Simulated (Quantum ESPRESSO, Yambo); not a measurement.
# Quasiparticle gap of LiNbO3 (R3c) in Yambo, part 3 of 3

Aim: the G0W0 gap of LiNbO3 (R3c) on PBE, step by step.

Quantum ESPRESSO 7.5 and Yambo 5.3.0; PBE and many-body steps on it, plane waves. Known limits of the many-body steps: not at the basis limit; no spin-orbit coupling.

So far. Step 3 (Bands along the symmetry lines): The gap is 3.581 eV, −0.025 eV from the run before at this level. Step 4 (Empty states on the mesh, 4×4×4 mesh, 190 bands): On this mesh the gap is 3.616 eV.

### 6. Screening and self-energy, 4×4×4 mesh, 190 bands, screening to 122.5 eV

G0W0 replaces the xc potential by the self-energy, built once from these orbitals. Only a window of levels is corrected, while the sums run over the empty bands that the input names.

This step: G0W0 on PBE, plane waves, norm-conserving pseudopotentials.

Contents of gw1.in:

```
HF_and_locXC
gw0
dyson
ppa
em1d
rim_cut
RandQpts= 1000000
RandGvec= 1 RL
EXXRLvcs= 74 Ry
VXCRLvcs= 296 Ry
Chimod= "HARTREE"
% BndsRnXp
 1 | 190 |
%
NGsBlkXp= 9 Ry
% LongDrXp
 1 | 1 | 1 |
%
% GbndRnge
 1 | 190 |
%
DysSolver= "n"
ExtendOut
PPAPntXp= 27.21138 eV
% QPkrange
 1 | 1 | 33 | 36 |
 14 | 14 | 33 | 36 |
%
```

Launch:

```sh
OMP_NUM_THREADS=2 mpirun -n 2 yambo -F gw1.in -J gw1 -C gw1 > gw1.log
```

The log of the run:

```text
 Yambo, version 5.3.0

 [02] CORE Variables Setup
 =========================

  [... cell, symmetries and grids as in the set-up ...]

  [02.05] Energies & Occupations
  ==============================

  [X] === General ===
  [X] Electronic Temperature                        :  0.000000  0.000000 [eV K]
  [X] Bosonic    Temperature                        :  0.000000  0.000000 [eV K]
  [X] Finite Temperature mode                       : no
  [X] El. density                                   :  0.63999E+24 [cm-3]
  [X] Fermi Level                                   :  7.286108 [eV]

  [X] === Gaps and Widths ===
  [X] Conduction Band Min                           :  3.615966 [eV]
  [X] Valence Band Max                              :  0.000000 [eV]
  [X] Filled Bands                                  :   34
  [X] Empty Bands                                   :   35  190
  [X] Direct Gap                                    :  3.618315 [eV]
  [X] Direct Gap localized at k                     :  1
  [X] Indirect Gap                                  :  3.615966 [eV]
  [X] Indirect Gap between kpts                     :   1  14
  [X] Last valence band width                       :  0.310138 [eV]
  [X] 1st conduction band width                     :  1.054800 [eV]

 [03] Transferred momenta grid and indexing
 ==========================================

 IBZ Q-points                                      :  14
 BZ  Q-points                                      :   64

 K/Q-points units:
 rlu = crystal or reduced units; cc = cartesian coordinates; iku = interal k-units

 Q [ 1]         [rlu]:  0.000000  0.000000  0.000000
 Q [ 2]         [rlu]:  0.43550E-16  0.30242E-16  0.25000
 Q [ 3]         [rlu]: -0.87101E-16 -0.60485E-16 -0.50000
 Q [ 4]         [rlu]:  0.48509E-16  0.25000      0.25000
 Q [ 5]         [rlu]: -0.47241E-16  0.25000      0.50000
 Q [ 6]         [rlu]: -0.23169E-16  0.25000     -0.25000
 Q [ 7]         [rlu]: -0.41507E-16 -0.50000     -0.50000
 Q [ 8]         [rlu]:  0.250000  0.250000  0.250000
 Q [ 9]         [rlu]:  0.250000  0.250000  0.500000
 Q [10]         [rlu]:  0.250000  0.250000 -0.250000
 Q [11]         [rlu]:  0.250000  0.500000  0.500000
 Q [12]         [rlu]:  0.250000  0.500000  0.750000
 Q [13]         [rlu]: -0.500000 -0.500000 -0.500000
 Q [14]         [rlu]: -0.25000      0.48574E-16 -0.50000

 [04] Coloumb potential Random Integration (RIM)
 ===============================================

  [04.01] RIM initialization
  ==========================

  * Diagonal components only detected *

  8 x (sBL volume)        :  0.043243 [a.u.]
  sBZ random points       :  1000000
  Points outside the sBZ  :   7995775
  RL volume               :  0.345943 [a.u.]
  Integrated volume       :  0.346126 [a.u.]

  [04.02] RIM integrals
  =====================

  Gamma point sphere radius             :  0.063668 [a.u.]
  Points outside the sphere             :   799718
  [Int_sBZ(q=0) 1/q^2]*(Vol_sBZ)^(-1/3) =:  7.759860
                                 should be <:  7.795600

  Summary of Coulomb integrals for non-metallic bands |Q|[au] RIM/Bare

  Q [1] 0.100000E-4 0.995415 * Q [8] 0.179803 1.042492
  Q [2] 0.195718 1.072511 * Q [4] 0.221544 1.066005
  Q [9] 0.303624 1.024653 * Q [6] 0.322707 1.028309
  Q [11] 0.352869 1.017808 * Q [13] 0.359606 1.012382
  Q [14] 0.369417 1.019755 * Q [5] 0.369417 1.020688
  Q [10] 0.377420 1.020593 * Q [3] 0.391436 1.017914
  Q [7] 0.443089 1.013664 * Q [12] 0.483173 1.010459

 [05] Dipoles
 ============

  [05.01] Setup: observables and procedures
  =========================================

  [WARNING] [x,Vnl] slows the Dipoles computation. To neglect it rename the ns.kb_pp file

 [06] Dynamic Dielectric Matrix (PPA)
 ====================================

 [WR./gw1//ndb.pp]---------------------------------------------------------------
  Brillouin Zone Q/K grids (IBZ/BZ)                :   14   64   14   64
  RL vectors                                       :   9367 [WF]
  Coulomb cutoff potential                         : none
  Electronic Temperature                           :  0.000000 [K]
  Bosonic    Temperature                           :  0.000000 [K]
  PPA    diel. fun.  energies                      : Perdew, Burke & Ernzerhof(X)+Perdew, Burke & Ernzerhof(C)
  wavefunctions                                    : Perdew, Burke & Ernzerhof(X)+Perdew, Burke & Ernzerhof(C)
  Global Gauge                                     : length
  X matrix size                                    :   333
  X band range                                     :    1  190
  X e/h energy range                               : -1.000000 -1.000000 [eV]
  X Time ordering                                  : R
  X Hxc Kernel                                     : HARTREE
  X Drude frequency                                :  0.000000  0.000000
  X poles                                          :  100.0000 [o/o]
  RL vectors in the sum                            :   9367
  [r,Vnl] included                                 : yes
  Field direction                                  :  0.577350E-5  0.577350E-5  0.577350E-5
  BZ energy Double Grid                            : no
  BZ energy DbGd points                            : 0
  BZ Q point size factor                           : -1.000000
  X Optical Averaged directions                    : none

 [07] Local Exchange-Correlation + Non-Local Fock
 ================================================

 [VXC] Plane waves :   61661
 [EXS] Plane waves :   7763

 QP @ state[ 1 ] K range:  1  1
 QP @ state[ 1 ] b range:   33   36
 QP @ state[ 2 ] K range:  14  14
 QP @ state[ 2 ] b range:   33   36

 [xc] Functional : Perdew, Burke & Ernzerhof(X)+Perdew, Burke & Ernzerhof(C)
 [xc] LIBXC used to calculate xc functional
  PP Number of Atomic Species                      :  3
  NLCC RL compoments                               :   61661
  PP Number of Atomic Species                      :  3
  NLCC RL compoments                               :   61661

 [xc] E_xc :  -38.34308 [Ha]
      E_xc :  -76.68617 [Ry]

  Local XC kind (lXC) : Perdew, Burke & Ernzerhof(X)+Perdew, Burke & Ernzerhof(C)
  Non-Local XC kind (nlXC) : Hartree-Fock

  Corrections @ K [1] :  [eV]
 <33|nlXC|33> = -24.84457  0.76931E-17 <33|lXC|33> = -19.86535  0.75527E-15
 <34|nlXC|34> = -24.84457 -0.96617E-18 <34|lXC|34> = -19.86535  0.000000
 <35|nlXC|35> = -11.40684  0.30626E-18 <35|lXC|35> = -17.11427  0.000000
 <36|nlXC|36> = -11.40684  0.12398E-17 <36|lXC|36> = -17.11427  0.000000

  Corrections @ K [14] :  [eV]
 <33|nlXC|33> = -24.64890  0.89587E-18 <33|lXC|33> = -19.69232 -0.18882E-15
 <34|nlXC|34> = -24.80493 -0.98220E-18 <34|lXC|34> = -19.75557 -0.47204E-16
 <35|nlXC|35> = -11.30965 -0.56612E-18 <35|lXC|35> = -17.05606  0.23602E-16
 <36|nlXC|36> = -11.71656  0.18085E-18 <36|lXC|36> = -17.47250  0.000000

  [07.01] Hartree-Fock occupations report
  =======================================

  [Hartree-Fock] === General ===
  [Hartree-Fock] Electronic Temperature             :  0.000000  0.000000 [eV K]
  [Hartree-Fock] Bosonic    Temperature             :  0.000000  0.000000 [eV K]
  [Hartree-Fock] Finite Temperature mode            : no
  [Hartree-Fock] El. density                        :  0.63999E+24 [cm-3]
  [Hartree-Fock] Fermi Level                        :  7.286108 [eV]

  [Hartree-Fock] === Gaps and Widths ===
  [Hartree-Fock] Conduction Band Min                :  3.615966 [eV]
  [Hartree-Fock] Valence Band Max                   : -0.022413 [eV]
  [Hartree-Fock] Filled Bands                       :   34
  [Hartree-Fock] Empty Bands                        :   35  190
  [Hartree-Fock] Direct Gap                         :  3.726592 [eV]
  [Hartree-Fock] Direct Gap localized at k          :   5
  [Hartree-Fock] Indirect Gap                       :  3.638378 [eV]
  [Hartree-Fock] Indirect Gap between kpts          :   8   5
  [Hartree-Fock] Last valence band width            :  5.137575 [eV]
  [Hartree-Fock] 1st conduction band width          :  5.746411 [eV]

 [08] Dyson equation: Newton solver
 ==================================

  [08.01] G0W0 (W PPA)
  ====================

  [  GW  ] Bands range     :    1  190
  [GW/PPA] G damping       :  0.100000 [eV]

  QP @ state[ 1 ] K range:  1  1
  QP @ state[ 1 ] b range:   33   36
  QP @ state[ 2 ] K range:  14  14
  QP @ state[ 2 ] b range:   33   36

   Sc/G bands                                       :    1  190
   Sc/G damping                                     :  0.100000 ev
   Sc bands terminator                              : no
   Sx RL components                                 :   7763

   QP @ state[ 1 ] K range                          :  1  1
   QP @ state[ 1 ] b range                          :   33   36
   QP @ state[ 2 ] K range                          :  14  14
   QP @ state[ 2 ] b range                          :   33   36
   GF energies kind                                 : Perdew, Burke & Ernzerhof(X)+Perdew, Burke & Ernzerhof(C)
   GF WF`s kind                                     : Perdew, Burke & Ernzerhof(X)+Perdew, Burke & Ernzerhof(C)
   Xs energies kind                                 : Perdew, Burke & Ernzerhof(X)+Perdew, Burke & Ernzerhof(C)
   Xs WF`s kind                                     : Perdew, Burke & Ernzerhof(X)+Perdew, Burke & Ernzerhof(C)

 [11] Game Over & Game summary
```

It took 10 min on 2 MPI ranks of AMD EPYC 9R45, shared host; peak memory 2.5 GiB.

This step gave:

| Quantity | Value |
| --- | --- |
| G0W0 gap on the points computed | 5.108 eV |
| starting gap on the mesh | 3.616 eV |
| k of the valence top | 0, 0, 0 |
| k of the conduction bottom | -0.25, 0, 0.5 |
| least direct G0W0 gap on the computed points | 5.125 eV |
| Z at the valence top | 0.7739 |
| Z at the conduction bottom | 0.8118 |

The gap on the mesh goes from 3.62 eV to 5.11 eV, a correction of +1.49 eV.

Limits: finite bands, cutoff and mesh; no spin-orbit coupling. v1 is the top filled band, c1 the lowest empty one. Levels before and after the correction, in eV, zero at the valence-band top of each column:

|  | conduction bottom | valence top |
| --- | --- | --- |
| Kohn-Sham | 3.62 | 0.00 |
| G0W0 | 5.11 | 0.00 |

|  | level | energy (eV) |
| --- | --- | --- |
| Kohn-Sham | Γ v2-v1 | 0.000 |
| Kohn-Sham | Γ c1-c2 | 3.618 |
| Kohn-Sham | (-0.25 0 0.5) v2 | -0.303 |
| Kohn-Sham | (-0.25 0 0.5) v1 | -0.111 |
| Kohn-Sham | (-0.25 0 0.5) c1 | 3.616 |
| Kohn-Sham | (-0.25 0 0.5) c2 | 4.093 |
| G0W0 | Γ v2-v1 | 0.000 |
| G0W0 | Γ c1-c2 | 5.125 |
| G0W0 | (-0.25 0 0.5) v2 | -0.349 |
| G0W0 | (-0.25 0 0.5) v1 | -0.143 |
| G0W0 | (-0.25 0 0.5) c1 | 5.108 |
| G0W0 | (-0.25 0 0.5) c2 | 5.644 |

### 7. Where the time went

Times are wall times on the hardware named with each run, good to a factor of about two.

| step | time | share | memory (GiB) |
| --- | --- | --- | --- |
| ground state | 33 s | 5 % | 0.71 |
| bands along the symmetry lines | 11 s | 2 % | 0.45 |
| empty states on the mesh | 23 s | 3 % | 0.83 |
| conversion and set-up | 3 s | 0 % | 0.26 |
| screening and self-energy | 10 min | 90 % | 2.5 |

### 8. What came out

```yaml
pbe_gap: 3.58 eV, indirect (only 37 meV under the direct gap)
g0w0_gap_on_the_mesh: 5.11 eV
g0w0_gap_over_the_zone_rigid_shift: 5.07 eV
gw_settings: 4×4×4 mesh, 190 bands, screening to 122.5 eV, Godby-Needs plasmon pole
known_limits: not at the basis limit; no spin-orbit coupling
```

What this shows: G0W0 moves the gap on the mesh from 3.62 eV to 5.11 eV (+1.49 eV), with Z of 0.77 and 0.81 at the edges. The mesh misses the band edges by 0.03 eV in all; a rigid shift gives 5.07 eV for the zone. Only 2 of the mesh's irreducible points were corrected, so a valley elsewhere could overtake. The dearest step here is «screening and self-energy». Bands and cutoff are finite, so the gap is not at the basis limit. The miss can reach some tenths of an eV and take either sign; the mesh is an error of its own. In the G0W0 run levels were corrected at 2 k points alone, so a gap called «on the mesh» is the least over those, and an edge elsewhere would be missed. The many-body steps are scalar-relativistic: spin-orbit coupling is not in them.

[Paths, hosts, dates, memory and timing lines, banners, echoed tables and standing remarks are left out of the program output.]

[Logs are printed without paths, hosts, clocks, repeated set-up lines and the standing remarks that a program may print on its own settings, such as how far it seeks lower states.]

[Runs of the session that timed out or met a known fault of the program may be left out.]

[Hosts, paths, dates, database ids (printed as entryN), source tags and the programs' standing remarks are cut or masked in the printed files.]
